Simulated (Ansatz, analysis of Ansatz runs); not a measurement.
# Li2SnF6 (P-31m), nudged elastic band: H transfer from F to F (q = +1), part 2 of 2

Aim: the barrier of one jump in Li2SnF6 (P-31m) at charge +1: H transfer from F to F. The model is a cell of 72 host atoms with 1 H put in; H is the atom that moves.

Ansatz 0.2.0; plane-wave PAW DFT, PBEsol; relaxation of all atoms of a defect supercell at fixed charge in a uniform background.

So far: The starting structure; Relaxation of the start point, charge +1.

## Step 2: Relaxation of the start point, charge +1 (continued)

The steps of the relaxation:

| step | energy less that of the first step (eV) | largest force component (eV/Å) |
| --- | --- | --- |
| 1 | 0.0000 | 3.8285 |
| 2 | -1.6926 | 1.6823 |
| 3 | -2.2591 | 0.5535 |
| 4 | -2.3514 | 0.2386 |
| 5 | -2.3825 | 0.1737 |
| 6 | -2.3646 | 0.7880 |
| 7 | -2.3994 | 0.0702 |
| 8 | -2.4049 | 0.0174 |
| 9 | -2.4049 | 0.0172 |

Relaxation step 6 was tried and not accepted.

The atoms that moved most (Å, from the sites as typed, ahead of the random displacement, the mean shift of all atoms taken out):

| atom | dx | dy | dz | length |
| --- | --- | --- | --- | --- |
| H73 | 0.320 | 0.077 | 0.310 | 0.453 |
| Li28 | -0.341 | 0.194 | 0.001 | 0.392 |
| F72 | -0.004 | -0.197 | -0.184 | 0.270 |
| F33 | 0.166 | 0.091 | 0.169 | 0.254 |
| Sn66 | 0.144 | 0.001 | -0.091 | 0.171 |
| Sn57 | 0.065 | -0.128 | 0.079 | 0.163 |
| Li11 | -0.089 | -0.091 | 0.064 | 0.143 |
| F61 | 0.108 | 0.005 | -0.087 | 0.138 |

Neighbours of H73 at the end:

| atom | distance (Å) |
| --- | --- |
| F33 | 1.150 |
| F72 | 1.157 |
| Li28 | 2.082 |
| F67 | 2.325 |
| F14 | 2.325 |
| Li11 | 2.615 |
| Li65 | 2.619 |
| F71 | 2.630 |
| F34 | 2.631 |

Atoms that came to bonding distance: F72–H73 1.16 Å (from 1.78).

This step gave:

```yaml
free_energy: -89352.0417 eV
r_m_s_move_of_the_farther_half_of_the_atoms: 0.03355 Å
largest_move_from_the_ideal_geometry_of_this_structure_a_common_shift_of_the_far_atoms_taken_out: 0.4552 Å
```

The relaxation gained 2.405 eV and ended with a largest force component of 0.017 eV/Å.

## Step 3: Relaxation of the end point, charge +1

The end point is relaxed in the same cell and settings, so that the two energies compare. Atoms more than 3.2 Å from the middle of the hop start where the first relaxation left them, the nearer ones on or close to their ideal places, with small random displacements.

qp1.end/input.yaml

```yaml
crystal:
  lattice:
    - [9.92600377, 6.0e-08, 0.0]
    - [-4.96300194, 8.5961714, 0.0]
    - [0.0, 0.0, 9.1294056]
  atoms:
    - { symbol: Li, position: [0.32951593, 0.15951155, 0.25459054] }
    - { symbol: Li, position: [0.16361044, 0.33292818, 0.2506492] }
[... 8 atom lines left out ...]
    - { symbol: Li, position: [0.16666667, 0.33333333, 0.75] }
[... 2 atom lines left out ...]
    - { symbol: F, position: [0.33697409, 0.33697409, 0.87334749] }
[... 13 atom lines left out ...]
    - { symbol: Li, position: [0.33333333, 0.66666667, 0.75] }
[... 4 atom lines left out ...]
    - { symbol: F, position: [0.33697409, 0.5, 0.62665251] }
    - { symbol: F, position: [0.16302591, 0.5, 0.87334749] }
[... 22 atom lines left out ...]
    - { symbol: Sn, position: [0.5, 0.5, 0.0] }
[... 7 atom lines left out ...]
    - { symbol: Li, position: [0.66666667, 0.83333333, 0.75] }
    - { symbol: Sn, position: [0.5, 0.5, 0.5] }
    - { symbol: F, position: [0.66302591, 0.66302591, 0.62665251] }
[... 3 atom lines left out ...]
    - { symbol: F, position: [0.5, 0.83697409, 0.62665251] }
    - { symbol: F, position: [0.5, 0.66302591, 0.87334749] }
    - { symbol: H, position: [0.441329, 0.605874, 0.785137] }
total_charge: 1
basis:
  ecutwfc: 420
  xc_grid: 2
hamiltonian:
  xc: pbesol
kpoints:
  mp_grid: { grid: [1, 1, 1], shift: [0.25, 0.25, 0.25] }
scf:
  occupations: { method: fixed }
  max_iter: 100
output:
  forces: true
relax:
  f_tol: 0.02
  max_steps: 70
  random_displacement: { amplitude: 0.01, seed: 9146 }
```

Started as:

```
$ ansatz run input.yaml --threads 4 --pin off --max-ram 14131MiB --backend cpu --events-out ev --progress --plain --runs-dir out
```

What it wrote:

```text
[...]
Crystal: 73 atoms, lattice volume = 778.972 Å³
Basis set: ecut = 420 eV, 15259 PW (Γ), exchange–correlation on 144×144×128 points (8 copies of the dense FFT grid, shifted against one another)
Bands: 321, of which v1, the nominal top of the filled ones, is band 248 counted from 1 (247 counted from 0)
Symmetry: 1 space group operations
k-points: 1
[...]
SCF iter   1: F=—  HF=-89349.732723 eV  |F-HF|=—  |Δ(HF+E_count)|=         —  Δρ=1.02e-2  dr2=6.03e-1  ethr=1.77e-3  ⟨swp⟩=5.0  Hψ=1010  notcnv=0  defer=71
[...]
SCF iter   6: F=-89349.545595 eV  HF=-89349.545597 eV  |F-HF|=1.87e-6  |Δ(HF+E_count)|=   1.90e-5  Δρ=3.39e-5  dr2=7.37e-6  ethr=2.02e-9  ⟨swp⟩=4.0  Hψ=1207  notcnv=0
SCF 1 converged in 6 iterations: F = -89349.545595 eV  dr2 = 7.37e-6
[...]
max |Σ_I F_I| component: 1.38e-4 eV/Å
--- Relaxed structure (8 steps of the walk, 8 accepted, 0 SCFs on fresh bases) ---
  F+E_penalty+E_count = -89352.04190110 eV   max|allowed force component| = 4.232e-3 eV/Å
  atoms:
    - { symbol: Li, position: [0.329597, 0.159885, 0.255133] }
    - { symbol: Li, position: [0.163700, 0.333398, 0.251071] }
    [... 8 atoms left out ...]
    - { symbol: Li, position: [0.152567, 0.323338, 0.757833] }
    [... 2 atoms left out ...]
    - { symbol: F, position: [0.336666, 0.335016, 0.875935] }
    [... 13 atoms left out ...]
    - { symbol: Li, position: [0.310753, 0.689712, 0.750471] }
    [... 4 atoms left out ...]
    - { symbol: F, position: [0.359529, 0.511526, 0.646498] }
    - { symbol: F, position: [0.165472, 0.505449, 0.870741] }
    [... 30 atoms left out ...]
    - { symbol: Li, position: [0.677128, 0.847924, 0.743074] }
    [... 1 atom left out ...]
    - { symbol: F, position: [0.665428, 0.663779, 0.624953] }
    [... 3 atoms left out ...]
    - { symbol: F, position: [0.495022, 0.835005, 0.630207] }
    - { symbol: F, position: [0.488913, 0.640910, 0.854373] }
    - { symbol: H, position: [0.431769, 0.568626, 0.750429] }
[key lines of the parts left out:]
SCF converged after 6 iterations
Free energy (F): -89352.041901 eV
Fermi energy:    1.878571 eV
```

Elapsed: 1.7 min, on 4 threads of Arm Neoverse V1, shared host; peak memory 1.5 GiB; 6.6 min of CPU time.

Relaxation path:

| step | energy less that of the first step (eV) | largest force component (eV/Å) |
| --- | --- | --- |
| 1 | 0.0000 | 4.5656 |
| 2 | -1.8561 | 1.7270 |
| 3 | -2.3702 | 0.4924 |
| 4 | -2.4495 | 0.2585 |
| 5 | -2.4753 | 0.2782 |
| 6 | -2.4950 | 0.0640 |
| 7 | -2.4960 | 0.0203 |
| 8 | -2.4963 | 0.0042 |

The atoms that moved most (Å, from the sites as typed, ahead of the random displacement):

| atom | dx | dy | dz | length |
| --- | --- | --- | --- | --- |
| H73 | 0.091 | -0.320 | -0.317 | 0.459 |
| Li28 | -0.338 | 0.199 | 0.005 | 0.392 |
| F33 | 0.168 | 0.100 | 0.181 | 0.266 |
| F72 | 0.001 | -0.190 | -0.173 | 0.257 |
| Sn57 | 0.066 | -0.121 | 0.088 | 0.164 |
| Sn66 | 0.141 | 0.009 | -0.080 | 0.163 |
| Li65 | 0.032 | 0.126 | -0.063 | 0.144 |
| Li11 | -0.090 | -0.085 | 0.072 | 0.143 |

Neighbours of H73 at the end:

| atom | distance (Å) |
| --- | --- |
| F33 | 1.153 |
| F72 | 1.153 |
| Li28 | 2.081 |
| F14 | 2.322 |
| F67 | 2.322 |
| Li11 | 2.620 |
| Li65 | 2.621 |
| F34 | 2.632 |
| F71 | 2.632 |

Atoms that came to bonding distance: F33–H73 1.15 Å (from 1.78).

This step gave:

| Quantity | Value |
| --- | --- |
| free energy | -89352.0419 eV |
| r.m.s. move of the farther half of the atoms | 0.03334 Å |
| largest move from the ideal geometry of this structure, a common shift of the far atoms taken out | 0.4632 Å |

The relaxation gained 2.496 eV and ended with a largest force component of 0.0042 eV/Å. The end lies within 1 meV of the start.

## Step 4: No path, charge +1

Analysis of the runs above: comparison of two relaxed ends, PBEsol.

It gives:

```yaml
outcome: both ends relax to one structure
largest_difference: 0.007498 Å
energy_difference: -1.85e-4 eV
```

## Step 5: Outcome

```json
{
 "outcome": "both ends relax to one structure"
}
```

Start and end fell into one minimum, so this jump is not between two stable places at this charge. What this leaves open: one k-point off the zone centre stands for the whole zone; spin–orbit coupling, which can matter with heavy atoms, is left out.

[Long decimals in the printed logs are rounded to 6 places.]

[Repeated set-up lines and some long k-point lines are left out of the logs, and relaxed atomic positions are cut to six decimals.]

[Logs are printed without paths, hosts, clocks, repeated set-up lines and the standing remarks that a program may print on its own settings, such as how far it seeks lower states.]

[Hosts, paths, dates, database ids (printed as entryN), source tags and the programs' standing remarks are cut or masked in the printed files.]
